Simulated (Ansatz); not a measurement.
# Leakage through LiF between Ag(100) and Ag(100): one more thickness

The current through thinner LiF barriers is known. What leaks through 5 layers at 0.25 V?

**Method.** Ansatz 0.2.0, plane waves with PAW datasets, PBE; a slab with two metal leads whose outer parts are reservoirs, with density and current solved under bias (Landauer, 300 K). The LiF is strained to the lead's lattice, the interfaces are relaxed in a short slab (PBE+D3(BJ)), and bulk layers are laid on.

The runs, with one result withheld:

| layers of LiF | cell length (Å) | drop between the leads' cuts at 0.25 V (V) | current density at 0.25 V (A/m²) |
| --- | --- | --- | --- |
| 1 | 66.31 | 0.236 | 1.68×10¹³ |
| 2 | 68.37 | 0.248 | 3.10×10¹¹ |
| 3 | 70.36 | 0.249 | 1.55×10¹⁰ |
| 4 | 72.31 | 0.249 | 4.99×10⁸ |
| 5 | 74.29 | 0.249 | ? |

**Fit on the rows shown.**

Deep in a barrier the current should fall by a fixed factor for each layer; the steps shown give 54, 20 and 31 per layer, so that is only roughly so here. A straight line through ln J for 2, 3 and 4 layers has the slope −3.216 per layer, a factor of 25; with about 1.97 Å per layer that is β = 1.6 Å⁻¹. Then J = exp(32.964 − 3.216 × 5). Predicted: 2.15×10⁷ A/m².

**The withheld run.**

2.03×10⁷ A/m², so the prediction is 6.0 % too high. From 4 to 5 layers the current falls by 25 per layer, against the fitted 25. The steps are uneven, so one factor describes this series only roughly.

Caveats: On every other k-point the currents of these runs, at any bias, move by up to 15 %. A semilocal functional makes the barrier's gap too small; each thickness has its own relaxed interfaces.
